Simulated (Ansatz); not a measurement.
## VFeGe2: relaxing a made-up structure

Starting from a made-up structure for VFeGe2, the aim is the relaxed cell, its shortest contacts and, where a second run follows, its electronic structure.

Method: DFT, PBE, plane-wave PAW, files of the set soft_1, scalar-relativistic, ferromagnetic start, cell and ions relaxed at zero pressure; PAW set soft_1, in the first sound run; inputs show where later runs differ, in Ansatz 0.2.0.

## 1. Starting point

The structure is tetragonal, space group P4/nmm (No. 129). The conventional cell has a = 3.651 Å, b = 3.651 Å, c = 9.033 Å, α = 90.00°, β = 90.00°, γ = 90.00°. Nearest to Ge lie 4 Ge at 2.58 Å and 4 V at 2.78 Å. Ge has 4 Fe at 2.37 Å and 4 V at 2.74 Å nearest. Fe has 4 Ge at 2.37 Å and 4 Fe at 2.58 Å and 4 V at 3.03 Å nearest. V has 8 Ge at 2.74 to 2.78 Å and 4 Fe at 3.03 Å nearest. Farther neighbours are not listed.

## 2. Relaxing cell and atoms

The guessed cell has no reason to be at equilibrium. It is relaxed with the atoms, within the space group of the guess.

The input, input.yaml:

```yaml
crystal:
  lattice:
    - [3.651, 0.0, 0.0]
    - [0.0, 3.651, 0.0]
    - [0.0, 0.0, 9.033]
  atoms:
    - { symbol: Ge, position: [0.0, 0.0, 0.5] }
    - { symbol: Ge, position: [0.5, 0.5, 0.5] }
    - { symbol: Ge, position: [0.5, 0.0, 0.8329] }
    - { symbol: Ge, position: [0.0, 0.5, 0.1671] }
    - { symbol: Fe, position: [0.5, 0.5, 0.0], spin: 3.0 }
    - { symbol: Fe, position: [0.0, 0.0, 0.0], spin: 3.0 }
    - { symbol: V, position: [0.0, 0.5, 0.732], spin: 2.0 }
    - { symbol: V, position: [0.5, 0.0, 0.268], spin: 2.0 }
magnetization:
  spin_polarized: true
kpoints:
  mp_grid: { grid: [7, 7, 3] }
scf:
  occupations: { method: fermi_dirac, width: 0.05 }
hamiltonian:
  xc: pbe
  pseudopotentials: { kind: paw, azcp: { folder: soft_1 } }
relax:
  f_tol: 0.015
  max_steps: 70
  cell: {}
output:
  forces: true
  stress: true
```

The run is started by

```console
> ansatz run input.yaml --threads 4 --pin off --max-ram 10240MiB --backend cpu --events-out ev --progress --plain --runs-dir out
```

Numbers of over 12 decimals in the logs are rounded to 6 here.

What it wrote:

```text
Engine: ansatz 0.2.0, x86_64-unknown-linux-gnu
Pseudopotentials: kind: paw
Pseudopotential: Ge, paw, valence charge 14, recommended cutoff 420 eV (normal), soft_1/Ge.paw.azcp
Pseudopotential: Fe, paw, valence charge 16, recommended cutoff 420 eV (normal), soft_1/Fe.paw.azcp
Pseudopotential: V, paw, valence charge 13, recommended cutoff 420 eV (normal), soft_1/V.paw.azcp
Functional definition: PBE
  parameter kappa = 0.804
  parameter beta = 0.066725
  exchange = pbe_x(kappa = kappa, mu = beta*pi^2/3)
  correlation = pbe_c(beta = beta)
Crystal: 8 atoms, lattice volume = 120.408 Å³
Basis set: ecut = 420 eV, 2375 PW (Γ), exchange–correlation on 50×50×128 points (8 copies of the dense FFT grid, shifted against one another)
Bands: 75, of which v1, the nominal top of the filled ones, is band 57 counted from 1 (56 counted from 0)
Symmetry: 16 space group operations
Space group: P4/nmm (ITA 129), of the structure as read, at distance tolerance 4.9e-5 Å
Magnetic group: BNS 129.411 (UNI 1071), of the structure as read, at distance tolerance 4.9e-5 Å
k-points: 20 of 147
Non-local potential: Ge, projectors of the file, l = 0: 2, l = 1: 2, l = 2: 3, l = 3: 1
Non-local potential: Fe, projectors of the file, l = 0: 3, l = 1: 2, l = 2: 3, l = 3: 1
Non-local potential: V, projectors of the file, l = 0: 3, l = 1: 2, l = 2: 3, l = 3: 1
PAW form: soft (Blöchl's): semilocal exchange-correlation on the pseudo side does not see the compensation charge
PAW one-centre angular grid: Ge, 590 points (default); XC on 64 Gauss nodes
PAW one-centre angular grid: Fe, 590 points (default); XC on 64 Gauss nodes
PAW one-centre angular grid: V, 590 points (default); XC on 64 Gauss nodes
Initial density: superposition of atomic densities (chi_scale 0.1, normalization cell)
Starting moments: Σ|m| = 10 μB on 4 of 8 sites
Initial wavefunctions: pseudopotential atomic-orbital guess
Functional: x = pbe(κ = 0.804, μ = 0.219515), c = pbe(β = 0.066725)
SCF iter   1: F=—  HF=-31964.014651 eV  |F-HF|=—  |Δ(HF+E_count)|=         —  Δρ=4.11e-2 (↑4.11e-2 ↓2.46e-2)  dr2=3.61e0  dr2_m=6.08e-1  M=7.296 μB ∫|m|=8.402 μB  β_m=0.30  ethr=3.10e-3  ⟨swp⟩=5.3  Hψ=9402  notcnv=0  defer=19
Mixer restart at iter 1: flushing history
preconditioner: auto → Kerker (q_TF=auto, 2.704 Å⁻¹)  [metal: Δε(μ)=0.010 eV  Ē_g=16.939 eV  σ=0.050 eV  W_gap=0.05  n_scr=38 (ndim 8)  ℏωp=30.6 eV  f_vac=0.000  D(μ)=5.09/eV (n_scr^D=46)]
spin=Collinear: Kerker preconditioning applied to the charge; magnetization (m = ρ↑ − ρ↓) channel mixes plain (no charge-response kernel on spin).
SCF iter   2: F=—  HF=-31963.750598 eV  |F-HF|=—  |Δ(HF+E_count)|=   2.64e-1  Δρ=2.37e-2 (↑2.37e-2 ↓2.16e-2)  dr2=3.06e0  dr2_m=3.53e-1  M=7.072 μB ∫|m|=8.237 μB  β_m=0.48  ethr=3.10e-3  ⟨swp⟩=2.0  Hψ=3888  notcnv=0  defer=256
SCF iter   3: F=—  HF=-31965.038106 eV  |F-HF|=—  |Δ(HF+E_count)|=    1.29e0  Δρ=2.13e-2 (↑1.31e-2 ↓2.13e-2)  dr2=3.13e0  dr2_m=2.06e-1  M=6.740 μB ∫|m|=7.942 μB  β_m=0.67  ethr=2.68e-3  ⟨swp⟩=2.0  Hψ=3388  notcnv=0  defer=256
SCF iter   4: F=—  HF=-31966.347588 eV  |F-HF|=—  |Δ(HF+E_count)|=    1.31e0  Δρ=1.64e-2 (↑1.10e-2 ↓1.64e-2)  dr2=2.56e0  dr2_m=3.71e-2  M=6.231 μB ∫|m|=7.282 μB  β_m=0.67  ethr=2.68e-3  ⟨swp⟩=2.0  Hψ=3956  notcnv=0  defer=234
SCF iter   5: F=—  HF=-31965.707218 eV  |F-HF|=—  |Δ(HF+E_count)|=   6.40e-1  Δρ=1.01e-2 (↑1.01e-2 ↓7.67e-3)  dr2=2.47e-1  dr2_m=6.21e-3  M=5.750 μB ∫|m|=6.591 μB  β_m=0.73  ethr=2.24e-3  ⟨swp⟩=2.4  Hψ=4230  notcnv=0  defer=235
SCF iter   6: F=—  HF=-31966.115602 eV  |F-HF|=—  |Δ(HF+E_count)|=         —  Δρ=1.07e-2 (↑3.78e-3 ↓1.07e-2)  dr2=1.40e-1  dr2_m=3.91e-2  M=6.012 μB ∫|m|=6.807 μB  β_m=0.73  ethr=2.17e-4  ⟨swp⟩=2.5  Hψ=4596  notcnv=0  defer=201
SCF iter   7: F=—  HF=-31966.172022 eV  |F-HF|=—  |Δ(HF+E_count)|=   5.64e-2  Δρ=3.58e-3 (↑3.32e-3 ↓3.58e-3)  dr2=9.64e-3  dr2_m=1.15e-2  M=6.076 μB ∫|m|=6.867 μB  β_m=0.86  ethr=1.23e-4  ⟨swp⟩=2.0  Hψ=4113  notcnv=0  defer=201
SCF iter   8: F=—  HF=-31966.176787 eV  |F-HF|=—  |Δ(HF+E_count)|=   4.77e-3  Δρ=1.99e-3 (↑4.48e-4 ↓1.99e-3)  dr2=1.01e-2  dr2_m=1.11e-3  M=6.084 μB ∫|m|=6.847 μB  β_m=0.80  ethr=8.45e-6  ⟨swp⟩=2.4  Hψ=5481  notcnv=0  defer=203
SCF iter   9: F=—  HF=-31966.176835 eV  |F-HF|=—  |Δ(HF+E_count)|=   4.84e-5  Δρ=6.09e-4 (↑2.16e-4 ↓6.09e-4)  dr2=5.48e-4  dr2_m=9.48e-5  M=6.091 μB ∫|m|=6.855 μB  β_m=0.77  ethr=8.45e-6  ⟨swp⟩=2.0  Hψ=5037  notcnv=0  defer=203
SCF iter  10: F=—  HF=-31966.176894 eV  |F-HF|=—  |Δ(HF+E_count)|=   5.87e-5  Δρ=4.18e-4 (↑1.71e-4 ↓4.18e-4)  dr2=4.56e-4  dr2_m=4.04e-5  M=6.089 μB ∫|m|=6.853 μB  β_m=0.84  ethr=4.81e-7  ⟨swp⟩=2.0  Hψ=3979  notcnv=0  defer=202
SCF iter  11: F=—  HF=-31966.176912 eV  |F-HF|=—  |Δ(HF+E_count)|=   1.79e-5  Δρ=1.69e-4 (↑8.05e-5 ↓1.69e-4)  dr2=5.57e-5  dr2_m=1.31e-5  M=6.087 μB ∫|m|=6.849 μB  β_m=0.82  ethr=4.00e-7  ⟨swp⟩=2.0  Hψ=3649  notcnv=0  defer=202
SCF iter  12: F=—  HF=-31966.176918 eV  |F-HF|=—  |Δ(HF+E_count)|=   5.67e-6  Δρ=5.01e-5 (↑3.96e-5 ↓5.01e-5)  dr2=9.23e-6  dr2_m=2.23e-7  M=6.088 μB ∫|m|=6.850 μB  β_m=0.77  ethr=4.89e-8  ⟨swp⟩=2.2  Hψ=4331  notcnv=0  defer=202
SCF iter  13: F=—  HF=-31966.176918 eV  |F-HF|=—  |Δ(HF+E_count)|=   4.06e-7  Δρ=1.88e-5 (↑1.88e-5 ↓1.02e-5)  dr2=1.46e-6  dr2_m=3.13e-8  M=6.088 μB ∫|m|=6.851 μB  β_m=0.88  ethr=8.09e-9  ⟨swp⟩=2.0  Hψ=3559  notcnv=0  defer=202
SCF iter  14: F=—  HF=-31966.176918 eV  |F-HF|=—  |Δ(HF+E_count)|=   3.37e-7  Δρ=1.54e-5 (↑1.14e-5 ↓1.54e-5)  dr2=6.29e-7  dr2_m=4.49e-8  M=6.088 μB ∫|m|=6.851 μB  β_m=0.84  ethr=1.28e-9  ⟨swp⟩=2.0  Hψ=5223  notcnv=0  defer=202
SCF iter  15: F=—  HF=-31966.176918 eV  |F-HF|=—  |Δ(HF+E_count)|=   2.72e-8  Δρ=3.16e-6 (↑2.01e-6 ↓3.16e-6)  dr2=4.18e-8  dr2_m=1.27e-9  M=6.088 μB ∫|m|=6.851 μB  β_m=0.92  ethr=5.51e-10  ⟨swp⟩=2.0  Hψ=4892  notcnv=0  defer=202
SCF iter  16: F=—  HF=-31966.176918 eV  |F-HF|=—  |Δ(HF+E_count)|=   7.19e-9  Δρ=3.31e-6 (↑3.31e-6 ↓2.67e-6)  dr2=7.16e-8  dr2_m=2.06e-10  M=6.088 μB ∫|m|=6.851 μB  β_m=0.92  ethr=3.67e-11  ⟨swp⟩=2.0  Hψ=4926  notcnv=0  defer=202
SCF iter  17: F=-31966.176918 eV  HF=-31966.176918 eV  |F-HF|=6.34e-8  |Δ(HF+E_count)|=   1.43e-9  Δρ=3.10e-6 (↑2.04e-6 ↓3.10e-6)  dr2=6.31e-8  dr2_m=4.12e-10  M=6.088 μB ∫|m|=6.851 μB  ethr=3.67e-11  ⟨swp⟩=1.1  Hψ=7429  notcnv=0
SCF 1 converged in 17 iterations: F = -31966.176918 eV  dr2 = 6.31e-8
  greatest PAW one-centre occupation: 1.001 electrons in one spin orbital (limit 2), on the Fe atom at site 5 (counted from 0), in its partial waves of l = 1
[...]
Basis set: ecut = 420 eV, 2197 PW (Γ), exchange–correlation on 50×50×120 points (8 copies of the dense FFT grid, shifted against one another)
Initial wavefunctions: pseudopotential atomic-orbital guess (no wavefunctions were taken with the density)
iter 1 solved again at ethr=7.17e-8 eV; its pass at ethr=3.10e-3 eV (dr2=8.18e-5 eV) is discarded
SCF iter   1: F=—  HF=-31966.756881 eV  |F-HF|=—  |Δ(HF+E_count)|=         —  Δρ=1.32e-4 (↑9.03e-5 ↓1.32e-4)  dr2=5.98e-5  dr2_m=1.70e-6  M=6.039 μB ∫|m|=6.626 μB  β_m=0.65  ethr=7.17e-8  ⟨swp⟩=3.0  Hψ=16954  notcnv=0
preconditioner: auto → Kerker (q_TF=auto, 2.441 Å⁻¹)  [metal: Δε(μ)=0.022 eV  Ē_g=17.132 eV  σ=0.050 eV  W_gap=0.11  n_scr=26 (ndim 8)  ℏωp=31.5 eV  f_vac=0.000  D(μ)=2.78/eV (n_scr^D=16)]
spin=Collinear: Kerker preconditioning applied to the charge; magnetization (m = ρ↑ − ρ↓) channel mixes plain (no charge-response kernel on spin).
SCF iter   2: F=—  HF=-31966.756870 eV  |F-HF|=—  |Δ(HF+E_count)|=   1.10e-5  Δρ=4.09e-5 (↑2.60e-5 ↓4.09e-5)  dr2=7.06e-6  dr2_m=3.56e-7  M=6.039 μB ∫|m|=6.626 μB  β_m=0.60  ethr=5.24e-8  ⟨swp⟩=1.9  Hψ=3529  notcnv=0
SCF iter   3: F=—  HF=-31966.756874 eV  |F-HF|=—  |Δ(HF+E_count)|=   4.49e-6  Δρ=2.02e-5 (↑2.02e-5 ↓1.18e-5)  dr2=3.77e-7  dr2_m=2.12e-7  M=6.039 μB ∫|m|=6.626 μB  β_m=0.55  ethr=6.20e-9  ⟨swp⟩=2.0  Hψ=5115  notcnv=0
SCF iter   4: F=—  HF=-31966.756877 eV  |F-HF|=—  |Δ(HF+E_count)|=   2.58e-6  Δρ=2.14e-5 (↑1.17e-5 ↓2.14e-5)  dr2=8.71e-7  dr2_m=1.38e-7  M=6.039 μB ∫|m|=6.625 μB  β_m=0.55  ethr=3.31e-10  ⟨swp⟩=2.0  Hψ=5271  notcnv=0
SCF iter   5: F=—  HF=-31966.756881 eV  |F-HF|=—  |Δ(HF+E_count)|=   3.95e-6  Δρ=1.63e-5 (↑1.19e-5 ↓1.63e-5)  dr2=7.82e-7  dr2_m=1.56e-7  M=6.039 μB ∫|m|=6.625 μB  β_m=0.78  ethr=3.31e-10  ⟨swp⟩=2.0  Hψ=5333  notcnv=0
SCF iter   6: F=—  HF=-31966.756882 eV  |F-HF|=—  |Δ(HF+E_count)|=   1.57e-6  Δρ=1.63e-5 (↑6.40e-6 ↓1.63e-5)  dr2=9.80e-7  dr2_m=7.30e-8  M=6.039 μB ∫|m|=6.625 μB  β_m=0.89  ethr=3.31e-10  ⟨swp⟩=2.5  Hψ=4823  notcnv=0
SCF iter   7: F=—  HF=-31966.756883 eV  |F-HF|=—  |Δ(HF+E_count)|=   1.32e-6  Δρ=5.57e-6 (↑3.00e-6 ↓5.57e-6)  dr2=1.87e-7  dr2_m=8.93e-9  M=6.038 μB ∫|m|=6.625 μB  β_m=0.94  ethr=3.31e-10  ⟨swp⟩=2.2  Hψ=5323  notcnv=0
SCF iter   8: F=—  HF=-31966.756884 eV  |F-HF|=—  |Δ(HF+E_count)|=   3.80e-8  Δρ=4.17e-6 (↑3.11e-6 ↓4.17e-6)  dr2=8.65e-8  dr2_m=2.65e-9  M=6.038 μB ∫|m|=6.625 μB  β_m=0.97  ethr=1.64e-10  ⟨swp⟩=1.4  Hψ=3030  notcnv=0
SCF iter   9: F=—  HF=-31966.756884 eV  |F-HF|=—  |Δ(HF+E_count)|=   9.06e-8  Δρ=1.21e-6 (↑1.03e-6 ↓1.21e-6)  dr2=1.06e-8  dr2_m=1.04e-10  M=6.038 μB ∫|m|=6.625 μB  β_m=0.99  ethr=7.59e-11  ⟨swp⟩=2.0  Hψ=3725  notcnv=0
SCF iter  10: F=—  HF=-31966.756884 eV  |F-HF|=—  |Δ(HF+E_count)|=   1.19e-8  Δρ=1.06e-6 (↑1.06e-6 ↓7.94e-7)  dr2=5.98e-9  dr2_m=7.80e-11  M=6.038 μB ∫|m|=6.625 μB  β_m=0.99  ethr=9.33e-12  ⟨swp⟩=2.0  Hψ=3593  notcnv=0
SCF iter  11: F=—  HF=-31966.756884 eV  |F-HF|=—  |Δ(HF+E_count)|=   4.48e-9  Δρ=1.03e-6 (↑1.03e-6 ↓8.55e-7)  dr2=3.45e-9  dr2_m=3.46e-10  M=6.038 μB ∫|m|=6.625 μB  β_m=0.98  ethr=5.25e-12  ⟨swp⟩=2.9  Hψ=5377  notcnv=0
SCF iter  12: F=—  HF=-31966.756884 eV  |F-HF|=—  |Δ(HF+E_count)|=   6.11e-9  Δρ=5.76e-7 (↑5.76e-7 ↓3.42e-7)  dr2=1.11e-9  dr2_m=3.65e-11  M=6.038 μB ∫|m|=6.625 μB  β_m=0.99  ethr=3.03e-12  ⟨swp⟩=2.0  Hψ=4899  notcnv=0
SCF iter  13: F=—  HF=-31966.756884 eV  |F-HF|=—  |Δ(HF+E_count)|=   1.55e-9  Δρ=1.30e-7 (↑1.30e-7 ↓7.69e-8)  dr2=5.84e-11  dr2_m=1.65e-12  M=6.038 μB ∫|m|=6.625 μB  β_m=0.91  ethr=1.00e-12  ⟨swp⟩=2.0  Hψ=5253  notcnv=0
SCF iter  14: F=-31966.756884 eV  HF=-31966.756884 eV  |F-HF|=1.82e-11  |Δ(HF+E_count)|=  6.91e-11  Δρ=7.49e-8 (↑6.76e-8 ↓7.49e-8)  dr2=3.36e-11  dr2_m=5.48e-13  M=6.038 μB ∫|m|=6.625 μB  ethr=1.00e-12  ⟨swp⟩=2.9  Hψ=8683  notcnv=0
SCF 7 converged in 14 iterations: F = -31966.756884 eV  dr2 = 3.36e-11
relax step   7: F+E_penalty+E_count = -31966.75688361 eV  Δ(F+E_penalty+E_count) = +4.256e-3 eV  max|allowed force component| = 1.783e-3 eV/Å  Δτ_max = 0.0000 Å  P = +0.008 GPa  Ω = 114.193 Å³  stress off target by 1.04e-2 GPa  SCF on the basis re-selected at this cell (its energy is not comparable with the rows above)  (14 SCF iters)
basis re-selected at this cell: Δ(F+E_penalty+E_count) = +4.256e-3 eV, ΔP = +0.008 GPa vs the last step (what re-selecting the basis moved, of the pressure what is left beyond the Pulay correction that the steps carried, after the strain that the cell walked since its last selection, with what the two solves' SCF thresholds leave and, on support functions, any second-order correction that the steps lacked; it is no measure of the basis error at this ecutwfc). The dense FFT grid was sized anew with the basis: this SCF ran on 25×25×60 points, the steps before it on 25×25×64, so part of this shift can come from that change (see relax.cell in the input reference). [rest of the remark cut]
SCF converged after 14 iterations
Magnetization: 6.0384 μB (60.0192 up, 53.9808 down)
Absolute magnetization: 6.6233 μB (∫|ρ↑−ρ↓|, with the PAW one-centre terms)
Spin contamination: 0.1967 ħ² per cell (⟨S²⟩ above its minimum at these occupations)
Per-site moments (μB) at R_I (Å): [(-0.016268, 1.050781), (-0.016268, 1.050781), (-0.054817, 1.020494), (-0.054817, 1.020494), (2.447452, 1.020494), (2.447452, 1.020494), (0.598829, 1.094357), (0.598829, 1.094357)]
Free energy (F): -31966.756884 eV
Harris-Foulkes:  -31966.756884 eV  (|F-HF|=1.82e-11)
Internal energy: -31966.731250 eV  (E = F + TS)
E sigma→0 (E₀):  -31966.744067 eV
Entropy (-TS):   -0.025634 eV (-3.204 meV/atom)
Fermi energy:    15.410514 eV
--- Per-component energies (eV) ---
  E_band       = -1093.353486
  E_kinetic    = 1628.364749
  E_local      = -14351.143533  (includes V_loc(G=0)·N_el)
  E_nonlocal   = 1621.195969
  E_hartree    = 6549.335538
  E_xc         = -740.390310
  E_vxc        = -839.301678  (∫ρ·V_xc dr)
  E_paw        = -13074.536499  (= ΣΔE_a)
  E_vpaw       = -2251.140880  (= ΣTr[D̂ρ^β])
  E_aug_tail   = 0.000322  (compensation charges beyond the density's cutoff)
  E_ewald      = -13599.557486
  E_smearing   = -0.025634  (= −TS)
  E_closure    = 0.000000  (closes the sum)
  Σ components = -31966.756884   (vs F -31966.756884, Δ=0.00e0)
--- Forces (eV/Å), atoms counted from 1 ---
  atom   1  Ge     0.00000000     0.00000000    -0.00000000
  atom   2  Ge     0.00000000     0.00000000     0.00000000
  atom   3  Ge     0.00000000     0.00000000    -0.00065071
  atom   4  Ge     0.00000000     0.00000000     0.00065071
  atom   5  Fe     0.00000000     0.00000000    -0.00000000
  atom   6  Fe     0.00000000     0.00000000    -0.00000000
  atom   7  V      0.00000000     0.00000000     0.00178283
  atom   8  V      0.00000000     0.00000000    -0.00178283
  max |Σ_I F_I| component: 1.39e-16 eV/Å
--- Stress (GPa, compression-positive) ---
        0.006648       0.000000       0.000000
        0.000000       0.006648       0.000000
        0.000000       0.000000       0.010443
  P = ⅓ Tr σ = 0.0079 GPa (0.079 kbar)
--- Relaxed structure (6 steps of the walk, 6 accepted, 1 SCFs on fresh bases) ---
  F+E_penalty+E_count = -31966.75688361 eV   max|allowed force component| = 1.783e-3 eV/Å   (the final SCF, on the basis selected at the relaxed cell)
  cell:  # Å, volume = 114.1934 Å³
    - [3.602495, 0, 0.0]
    - [0, 3.602495, 0.0]
    - [0.0, 0.0, 8.799013]
  atoms:
    - { symbol: Ge, position: [0, 0, 0.500000] }
    - { symbol: Ge, position: [0.5, 0.5, 0.500000] }
    - { symbol: Ge, position: [0.5, 0, 0.807271] }
    - { symbol: Ge, position: [0, 0.5, 0.192729] }
    - { symbol: Fe, position: [0.5, 0.5, 0] }
    - { symbol: Fe, position: [0, 0, 0] }
    - { symbol: V, position: [0, 0.5, 0.721363] }
    - { symbol: V, position: [0.5, 0, 0.278637] }
```

It took 42 s on 4 threads of AMD EPYC 9R14 (Zen 4), shared host; peak memory 0.83 GiB; 2.2 min of CPU time.

The steps of the relaxation:

| step | energy less that of the first step (eV) | largest force component (eV/Å) | pressure (GPa) | volume (Å³) |
| --- | --- | --- | --- | --- |
| 1 | 0.0000 | 1.8150 | -2.93 | 120.41 |
| 2 | -0.4750 | 0.8980 | 2.80 | 112.85 |
| 3 | -0.5602 | 0.4412 | 1.15 | 113.65 |
| 4 | -0.5802 | 0.0923 | -0.85 | 114.77 |
| 5 | -0.5842 | 0.0131 | 0.07 | 114.12 |
| 6 | -0.5842 | 0.0019 | 0.00 | 114.19 |
| 7* | -0.5800 | 0.0018 | 0.01 | 114.19 |

Relaxation steps marked * repeat the geometry before them on a plane-wave basis chosen anew for their cell, so energy and pressure can jump there.

Forces are held to the 16 operations that the run works with; a distortion that breaks them can't arise in this run.

| conventional cell, symmetrised | before | after | change |
| --- | --- | --- | --- |
| a (Å) | 3.651 | 3.602 | -1.3 % |
| b (Å) | 3.651 | 3.602 | -1.3 % |
| c (Å) | 9.033 | 8.799 | -2.6 % |
| volume (Å³/atom) | 15.05 | 14.27 | -5.2 % |

The atoms that moved most (Å, as changes of fractional coordinates times the final cell):

| atom | dx | dy | dz | length |
| --- | --- | --- | --- | --- |
| Ge4 | 0.000 | 0.000 | 0.226 | 0.226 |
| Ge3 | 0.000 | 0.000 | -0.226 | 0.226 |
| V8 | 0.000 | 0.000 | 0.094 | 0.094 |
| V7 | 0.000 | 0.000 | -0.094 | 0.094 |

Numbers from this step:

| Item | Value |
| --- | --- |
| free energy | -31966.7569 eV |
| energy at zero smearing | -31966.7441 eV |
| smearing term TS | 0.02563 eV |
| Fermi energy | 15.41 eV |
| magnetization | 6.038 μB |
| absolute magnetization | 6.623 μB |
| site moments | -0.01627, -0.01627, -0.05482, -0.05482, 2.447, 2.447, 0.5988, 0.5988 μB |
| electrons | 114 |
| symmetry operations | 16 |
| pressure | 0.007913 GPa |

Site moment by atom:

| atom | site moment (μB) |
| --- | --- |
| Ge1 | -0.02 |
| Ge2 | -0.02 |
| Ge3 | -0.05 |
| Ge4 | -0.05 |
| Fe5 | 2.45 |
| Fe6 | 2.45 |
| V7 | 0.60 |
| V8 | 0.60 |

Shortest distances by pair of elements, guess and relaxed (not always the same contact):

| pair | guess (Å) | relaxed (Å) |
| --- | --- | --- |
| Fe–Ge | 2.369 | 2.474 |
| Ge–Ge | 2.582 | 2.547 |
| Fe–Fe | 2.582 | 2.547 |
| Ge–V | 2.738 | 2.653 |
| Fe–V | 3.032 | 3.042 |

The relaxation ends with a largest force component of 0.0018 eV/Å and a pressure of 0.01 GPa.

(Part 1 of 2 ends here.)

[Logs are printed without paths, hosts, clocks, repeated set-up lines and the standing remarks that a program may print on its own settings, such as how far it seeks lower states.]

[Hosts, paths, dates, database ids (printed as entryN), source tags and the programs' standing remarks are cut or masked in the printed files.]
